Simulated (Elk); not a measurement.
# GaAs: optical spectrum from first principles

Aim: the dielectric function of GaAs, and the optical constants that follow from it.

Calculated with Elk 11.2.3 (patched build); DFT, PBE, all-electron APW+lo, Dirac cores, scalar-relativistic bands, independent-particle optical response without local fields.

## (1) Set-up

The structure is cubic, space group F-43m (No. 216). Conventional cell: a = 5.654 Å, b = 5.654 Å, c = 5.654 Å, α = 90.00°, β = 90.00°, γ = 90.00°. Nearest to As lie 4 Ga at 2.45 Å. Nearest to Ga lie 4 As at 2.45 Å. Farther neighbours are not listed.

## (2) Ground state

First the ground state: is it a metal or has it a gap?

This step: DFT, PBE, all-electron APW+lo, Dirac cores, scalar-relativistic bands, ground state (Elk 11.2.3 (patched build)).

elk.in

```
tasks
  0
  120

xctype
  20

nempty
  14

lorbcnd
  .true.

rgkmax
  7.0

swidth
  0.0018375

maxscl
  100

epsengy
  1e-05

sppath
  './'

avec
  0.000000000000 5.341972295398 5.341972295398
  5.341972295398 0.000000000000 5.341972295398
  5.341972295398 5.341972295398 0.000000000000

atoms
  2
  'As.in'
  1
  0.750000000000 0.750000000000 0.750000000000   0.000 0.000 0.000
  'Ga.in'
  1
  0.000000000000 0.000000000000 0.000000000000   0.000 0.000 0.000

ngridk
  11 11 11
```

Launch:

```console
OMP_NUM_THREADS=4 elk
```

Numbers of over 12 decimals in the logs are rounded to 6 here.

What it wrote:

```text
┌─────────────────────────┐
│ Elk code version 11.2.3 │
└─────────────────────────┘

All units are atomic (Hartree, Bohr, etc.)

┌─────────────────────────────────────────────────┐
│ Ground-state run starting from atomic densities │
└─────────────────────────────────────────────────┘

Lattice vectors :
   0.000000000       5.341972295       5.341972295
   5.341972295       0.000000000       5.341972295
   5.341972295       5.341972295       0.000000000

Reciprocal lattice vectors :
 -0.5880960214      0.5880960214      0.5880960214
  0.5880960214     -0.5880960214      0.5880960214
  0.5880960214      0.5880960214     -0.5880960214

Unit cell volume      :    304.8841798
Brillouin zone volume :   0.8135883391

Muffin-tin inner radius fraction :   0.1000000000E-01

Nuclei treated as point charges

Species : 1 (As)
 parameters loaded from : As.in
 name : arsenic
 nuclear charge    :   -33.00000000
 electronic charge :    33.00000000
 atomic mass :    136573.7220
 muffin-tin radius :    2.288141857
 number of radial points in muffin-tin :    993
 inner part over the whole radius :   0.9844053869E-02
 number on inner part of muffin-tin    :    701
 approximate nuclear radius :   0.7712558785E-04
 number of mesh points to nuclear radius :    342
 atomic positions (lattice), magnetic fields (Cartesian) :
  1 :   0.00000000  0.00000000  0.00000000    0.00000000  0.00000000  0.00000000

Species : 2 (Ga)
 parameters loaded from : Ga.in
 name : gallium
 nuclear charge    :   -31.00000000
 electronic charge :    31.00000000
 atomic mass :    127097.2539
 muffin-tin radius :    2.288141857
 number of radial points in muffin-tin :    993
 inner part over the whole radius :   0.9935058634E-02
 number on inner part of muffin-tin    :    701
 approximate nuclear radius :   0.7562051033E-04
 number of mesh points to nuclear radius :    340
 atomic positions (lattice), magnetic fields (Cartesian) :
  1 :   0.25000000  0.25000000  0.25000000    0.00000000  0.00000000  0.00000000

Total number of atoms per unit cell :    2
Total muffin-tin volume :    100.3615690
 ratio of muffin-tin to unit cell volume :   0.3291793266

Spin treatment :
 spin-unpolarised

Number of Bravais lattice symmetries :   48
Number of crystal symmetries         :   24
Crystal has no inversion symmetry
Complex Hermitian eigensolver will be used

k-point grid :     11    11    11
k-point offset :    0.000000000       0.000000000       0.000000000
k-point set is reduced with full crystal symmetry group
Total number of k-points :       91

Muffin-tin radius times maximum |G+k| :    7.000000000
 using average radius
Maximum |G+k| for APW functions       :    3.059250884
Maximum (1/2)|G+k|²                   :    4.679507987
Maximum |G| for potential and density :    12.00000000
Constant for pseudocharge density :    7
 order of it for each species :   14  14
 order of it for pair densities of each species (exact exchange by exxq0 0: 14) :   10  10
Radial integration step length :    1

G-vector grid sizes :     30    30    30
Number of G-vectors :     8873

Maximum angular momentum used for
 APW functions            :    8
 outer part of muffin-tin :    6
 inner part of muffin-tin :    2

Total nuclear charge    :   -64.00000000
Total core charge       :    36.00000000
Total valence charge    :    28.00000000
Total excess charge     :    0.000000000
Total electronic charge :    64.00000000

Effective Wigner radius, rₛ :    1.043811560

Number of empty states         :     28
Total number of valence states :     43
Total number of core states    :     36

Conduction state local-orbitals added automatically
Third-order local-orbitals added for an l without core states : F
Total number of local-orbitals :    127

Exchange-correlation functional :     20     0     0
 Perdew-Burke-Ernzerhof, Phys. Rev. Lett. 77, 3865 (1996)
 gradient requirement :    1
 generalised gradient approximation (GGA)

Smearing type :    3
 Fermi-Dirac
Smearing width :   0.1837500000E-02
Effective electronic temperature (K) :    580.2366081

Mixing type :    3
 Broyden mixing, J. Phys. A: Math. Gen. 17, L317 (1984)

Kohn-Sham potential initialised from atomic data

┌──────────────────────────────┐
│ Self-consistent loop started │
└──────────────────────────────┘

┌─────────────────┐
│ Loop number : 1 │
└─────────────────┘

Energies :
 Fermi                       :     0.88822211786421E-01
 sum of occupied eigenvalues :     -2428.2946998002
 electron kinetic            :      4294.3019970280
 core electron kinetic       :      3978.7344209607
 Coulomb                     :     -8340.3280267274
 Coulomb potential           :     -6510.0420261603
 nuclear-nuclear             :     -516.65038874014
 electron-nuclear            :     -9148.0612448783
 Hartree                     :      1324.3836068911
 Madelung                    :     -5085.3070136472
 xc potential                :     -212.55467066794
 exchange                    :     -156.44639587382
 correlation                 :     -3.123367
 electron entropic           :    -0.27052979419728E-07
 total energy                :     -4205.5957927422

Density of states at Fermi energy :   0.8003141460E-03
 (states/Hartree/unit cell)

Estimated indirect band gap :   0.3104103743E-01
 from k-point 1 to k-point 1
Estimated direct band gap   :   0.3104103743E-01
 at k-point 1

Charges :
 core                        :    36.00000000
 valence                     :    28.00000000
 interstitial                :    3.219801164
 muffin-tins (core leakage)
  species : 1 (As)
   atom 1                    :    31.38100271     (  0.2847883588E-03)
  species : 2 (Ga)
   atom 1                    :    29.39919612     (  0.1405589038E-02)
 total in muffin-tins        :    60.78019884
 total calculated charge     :    63.99823340
 total charge                :    64.00000000
 error                       :   0.1766595672E-02

┌─────────────────┐
│ Loop number : 2 │
└─────────────────┘

Energies :
 Fermi                       :     0.89714711997997E-01
 sum of occupied eigenvalues :     -2428.2475765981
 electron kinetic            :      4294.1429802306
 core electron kinetic       :      3978.6261891645
 Coulomb                     :     -8340.3396864407
 Coulomb potential           :     -6510.0346078521
 nuclear-nuclear             :     -516.65038874014
 electron-nuclear            :     -9148.0912186264
 Hartree                     :      1324.4019209259
 Madelung                    :     -5085.3223825146
 xc potential                :     -212.35594897663
 exchange                    :     -156.44746136768
 correlation                 :     -3.123392
 electron entropic           :    -0.28216148506634E-07
 total energy                :     -4205.7675600170

Density of states at Fermi energy :   0.8387312455E-03
 (states/Hartree/unit cell)

Estimated indirect band gap :   0.3086634325E-01
 from k-point 1 to k-point 1
Estimated direct band gap   :   0.3086634325E-01
 at k-point 1

Charges :
 core                        :    36.00000000
 valence                     :    28.00000000
 interstitial                :    3.220050316
 muffin-tins (core leakage)
  species : 1 (As)
   atom 1                    :    31.37892988     (  0.2848378949E-03)
  species : 2 (Ga)
   atom 1                    :    29.40101980     (  0.1404497972E-02)
 total in muffin-tins        :    60.77994968
 total calculated charge     :    63.99823473
 total charge                :    64.00000000
 error                       :   0.1765268031E-02

RMS change in Kohn-Sham potential (target) :   0.1810778563     (  0.1000000000E-05)
Absolute change in total energy (target)   :   0.1717672748     (  0.1000000000E-04)

[... 13 loops left out ...]

┌──────────────────┐
│ Loop number : 16 │
└──────────────────┘

Energies :
 Fermi                       :     0.186726
 sum of occupied eigenvalues :     -2422.4013572437
 electron kinetic            :      4294.7146965668
 core electron kinetic       :      3978.3540171490
 Coulomb                     :     -8340.3528387116
 Coulomb potential           :     -6509.5135375096
 nuclear-nuclear             :     -516.65038874014
 electron-nuclear            :     -9148.5891344801
 Hartree                     :      1324.8866845087
 Madelung                    :     -5085.5960699568
 xc potential                :     -207.60251630098
 exchange                    :     -156.47369575469
 correlation                 :     -3.124392
 electron entropic           :    -0.46181271228894E-06
 total energy                :     -4205.2362300001

Density of states at Fermi energy :   0.2024602642E-01
 (states/Hartree/unit cell)

Estimated indirect band gap :   0.1900190861E-01
 from k-point 1 to k-point 1
Estimated direct band gap   :   0.1900190861E-01
 at k-point 1

Charges :
 core                        :    36.00000000
 valence                     :    28.00000000
 interstitial                :    3.232313069
 muffin-tins (core leakage)
  species : 1 (As)
   atom 1                    :    31.27790717     (  0.2836605620E-03)
  species : 2 (Ga)
   atom 1                    :    29.48977976     (  0.1356676671E-02)
 total in muffin-tins        :    60.76768693
 total calculated charge     :    63.99830007
 total charge                :    64.00000000
 error                       :   0.1699934741E-02

RMS change in Kohn-Sham potential (target) :   0.5802635716E-08 (  0.1000000000E-05)
Absolute change in total energy (target)   :   0.2835849955E-05 (  0.1000000000E-04)

Convergence targets achieved

┌──────────────────┐
│ Loop number : 17 │
└──────────────────┘

Energies :
 Fermi                       :     0.186726
 sum of occupied eigenvalues :     -2422.4013573278
 electron kinetic            :      4294.7146964923
 core electron kinetic       :      3978.3540170965
 Coulomb                     :     -8340.3528386795
 Coulomb potential           :     -6509.5135374552
 nuclear-nuclear             :     -516.65038874014
 electron-nuclear            :     -9148.5891344709
 Hartree                     :      1324.8866845316
 Madelung                    :     -5085.5960699519
 xc potential                :     -207.60251636485
 exchange                    :     -156.47369575418
 correlation                 :     -3.124392
 electron entropic           :    -0.46181267675494E-06
 total energy                :     -4205.2362300418

Density of states at Fermi energy :   0.2024602458E-01
 (states/Hartree/unit cell)

Estimated indirect band gap :   0.1900190896E-01
 from k-point 1 to k-point 1
Estimated direct band gap   :   0.1900190896E-01
 at k-point 1

Charges :
 core                        :    36.00000000
 valence                     :    28.00000000
 interstitial                :    3.232313061
 muffin-tins (core leakage)
  species : 1 (As)
   atom 1                    :    31.27790718     (  0.2836605635E-03)
  species : 2 (Ga)
   atom 1                    :    29.48977976     (  0.1356676670E-02)
 total in muffin-tins        :    60.76768694
 total calculated charge     :    63.99830007
 total charge                :    64.00000000
 error                       :   0.1699934744E-02

┌──────────────────────────────┐
│ Self-consistent loop stopped │
└──────────────────────────────┘

Warning : core states of species 1 leak from the muffin-tin :   0.2836605635E-03

Warning : core states of species 2 leak from the muffin-tin :   0.1356676670E-02

Wrote STATE.OUT
```

The job ended after 35 s (4 threads of Intel Xeon at 2.70GHz, shared host; peak memory 0.11 GiB).

Read-outs, printed or worked out from the files:

- total energy: -4205 Ha
- Fermi energy: 5.081 eV
- DOS at the Fermi level: 7.44e-4 states/eV/cell
- gap on the k-mesh: 0.5171 eV
- direct gap on the mesh: 0.5171 eV

There is a gap, 0.52 eV on this mesh (points off the mesh can give less), so no carriers' term is needed.

## (3) Independent particles

With the density converged, the vertical transitions are summed over the zone.

This step: DFT, PBE, all-electron APW+lo, Dirac cores, scalar-relativistic bands, independent-particle optical response without local fields (Elk 11.2.3 (patched build)).

Edit elk.in of step 2 so:

```diff
@@ -1,4 +1,6 @@
 tasks
-  0
-  120
+  121
+
+optcomp
+  1 1
 
@@ -17,9 +19,7 @@
 swidth
-  0.0018375
+  0.0055124
 
-maxscl
-  100
-
-epsengy
-  1e-05
+wplot
+  400 100 0
+  0.0 0.80849
```

Launch:

```console
OMP_NUM_THREADS=4 elk
```

What it wrote:

```text
┌─────────────────────────────────┐
│ Elk code version 11.2.3 started │
└─────────────────────────────────┘

Info(readinput): the functional depends on the density's gradient
 muffin-tin radial points multiplied by    2.00000
 (not where nrmtscf is given)

┌────────────────────┐
│ Current task : 121 │
└────────────────────┘
Info(checkmt): changed muffin-tin radius of species 1 (As) from   2.4000 to   2.2881
Info(checkmt): changed muffin-tin radius of species 2 (Ga) from   2.4000 to   2.2881

Info(findsymcrys): atomic basis shift (lattice) :
  0.2500000000      0.2500000000      0.2500000000
See GEOMETRY.OUT for new atomic positions

Info(dielectric):
 dielectric tensor written to EPSILON_ij.OUT
 optical conductivity written to SIGMA_ij.OUT
 for components
  i = 1, j = 1

┌──────────────────┐
│ Elk code stopped │
└──────────────────┘
```

Elapsed: 3.7 s, on 4 threads; peak memory 0.03 GiB; 14 s of CPU time.

Numbers from this step:

```
electronic dielectric constant ε∞, mean over x, y and z (by symmetry where fewer were run) : 19.02
centre of weight of the strongest loss peak in the window                                  : 16.18 eV
```

The Im ε, E ∥ x has structure finer than the step of the table below, so its rows give means over 0.5 eV, whole bins alone (the curve runs from 0 to 21.9 eV). Peaks (eV: height): 0.50: 9.36, 2.15: 17.3, 4.13: 27.9, 4.90: 19.2.

Sum at mesh points, not converged in k; values under the direct gap are tails of Lorentzian lines. Im ε, E ∥ x against photon energy; means over each step:

| photon energy (eV) | Im ε, E ∥ x |
| --- | --- |
| 0.5 | 5.89 |
| 1.0 | 1.87 |
| 1.5 | 4.54 |
| 2.0 | 11.1 |
| 2.5 | 10.1 |
| 3.0 | 11.8 |
| 3.5 | 12.3 |
| 4.0 | 23.8 |
| 4.5 | 14.6 |
| 5.0 | 16.4 |
| 5.5 | 9.60 |
| 6.0 | 6.70 |
| 6.5 | 5.82 |
| 7.0 | 4.78 |
| 7.5 | 2.88 |
| 8.0 | 2.68 |
| 8.5 | 2.15 |
| 9.0 | 2.03 |
| 9.5 | 1.73 |
| 10.0 | 1.21 |
| 10.5 | 1.09 |
| 11.0 | 0.963 |
| 11.5 | 0.736 |
| 12.0 | 0.604 |
| 12.5 | 0.549 |
| 13.0 | 0.487 |
| 13.5 | 0.423 |
| 14.0 | 0.406 |
| 14.5 | 0.312 |
| 15.0 | 0.304 |
| 15.5 | 0.300 |
| 16.0 | 0.273 |
| 16.5 | 0.252 |
| 17.0 | 0.264 |
| 17.5 | 0.242 |
| 18.0 | 0.216 |
| 18.5 | 0.239 |
| 19.0 | 0.222 |
| 19.5 | 0.225 |
| 20.0 | 0.222 |
| 20.5 | 0.219 |
| 21.0 | 0.175 |
| 21.5 | 0.153 |

The reflectivity at normal incidence, E ∥ x has structure finer than the step of the table below, so its rows give means over 0.5 eV, whole bins alone (the curve runs from 0 to 21.9 eV). Peaks (eV: height): 2.09: 46.8, 4.29: 61.2, 5.17: 62.9, 5.89: 62.1, 7.21: 64.5, 9.74: 61.0, 11.22: 58.8.

Sum at mesh points, not converged in k. Table of reflectivity at normal incidence, E ∥ x by photon energy; means over each step:

photon energy (eV), reflectivity at normal incidence, E ∥ x (%) and a bar:
```
      0.5       37.9 ##################
      1.0       33.7 ################
      1.5       38.3 ##################
      2.0       43.4 #####################
      2.5       38.2 ##################
      3.0       40.1 ###################
      3.5       40.9 ###################
      4.0       53.4 ##########################
      4.5       51.3 #########################
      5.0       57.4 ############################
      5.5       57.2 ############################
      6.0       58.6 #############################
      6.5       53.9 ##########################
      7.0       59.6 #############################
      7.5       61.0 ##############################
      8.0       55.4 ###########################
      8.5       53.9 ##########################
      9.0       53.3 ##########################
      9.5       55.7 ###########################
     10.0       57.8 ############################
     10.5       53.7 ##########################
     11.0       55.7 ###########################
     11.5       56.3 ###########################
     12.0       56.0 ###########################
     12.5       52.6 ##########################
     13.0       49.4 ########################
     13.5       48.2 #######################
     14.0       44.1 #####################
     14.5       43.6 #####################
     15.0       35.6 #################
     15.5       29.6 #############
     16.0       25.6 ###########
     16.5       20.2 ########
     17.0       15.0 ######
     17.5       14.4 #####
     18.0       10.7 ###
     18.5        8.5 ##
     19.0        7.8 ##
     19.5        6.6 #
     20.0        5.9 #
     20.5        6.4 #
     21.0        5.2 
     21.5        4.4
```

Sum at mesh points, not converged in k; values under the direct gap are tails of Lorentzian lines. Loss function −Im 1/ε at q → 0, E ∥ x against energy loss; read off at these points:

energy loss (eV), loss function −Im 1/ε at q → 0, E ∥ x and a bar:
```
      0.0       0.00 
      1.0       0.01 
      2.0       0.02 
      3.0       0.04 
      4.0       0.03 
      5.0       0.05 
      6.0       0.09 #
      7.0       0.10 #
      8.0       0.17 #
      9.0       0.21 ##
     10.0       0.26 ##
     11.0       0.33 ###
     12.0       0.47 ####
     13.0       0.87 #######
     14.0       1.35 ###########
     15.0       2.91 #######################
     16.0       3.65 #############################
     16.2       3.77 ##############################
     17.0       2.63 #####################
     18.0       1.97 ################
     19.0       1.50 ############
     20.0       1.14 #########
     21.0       0.90 #######
```

Optical constants at common wavelengths, from n + ik = √ε:

| wavelength (nm) | n | k | R (%) | 1/α |
| --- | --- | --- | --- | --- |
| 1550 | 3.50 | 0.358 | 31.4 | 346 nm |
| 1064 | 3.95 | 0.212 | 35.6 | 399 nm |
| 633 | 4.72 | 0.999 | 44.0 | 50 nm |
| 532 | 3.45 | 1.414 | 36.7 | 30 nm |
| 405 | 3.72 | 1.655 | 40.6 | 19 nm |
| 365 | 3.63 | 1.414 | 38.0 | 21 nm |
| 308 | 4.31 | 3.093 | 54.4 | 7.9 nm |

Below the direct gap, k and the depth come from the tails of the Lorentzian lines, not from transitions.

Rows near the edge hang on the gap, which this functional as a rule makes too small, and phonon-assisted absorption is left out.

## (4) Results

| Quantity | Value |
| --- | --- |
| electronic dielectric constant ε∞, mean over x, y and z (by symmetry where fewer were run) (independent particles) | 19.0 |
| centre of weight of the strongest loss peak in the window, first axis | 16.2 eV |

What this shows: At this level (PBE, independent particles) GaAs has ε∞ = 19.0 and n = 3.51 at 1550 nm. On the mesh the gap is 0.52 eV and the least direct gap 0.52 eV. Excitons and phonon-assisted transitions are missing, and so are local fields; PBE gaps are as a rule too small, which pulls the onset down and ε∞ up. The sum runs over mesh points 0.17 Å⁻¹ apart with no interpolation, so peaks are partly noise of the mesh; over so small a direct gap single mesh points weigh heavily, so ε∞, n and their changes from run to run can be far off.

[Machine, clock and banner lines and Python warnings are left out of the logs.]

[Logs are printed without paths, hosts, clocks, repeated set-up lines and the standing remarks that a program may print on its own settings, such as how far it seeks lower states.]

[Hosts, paths, dates, database ids (printed as entryN), source tags and the programs' standing remarks are cut or masked in the printed files.]
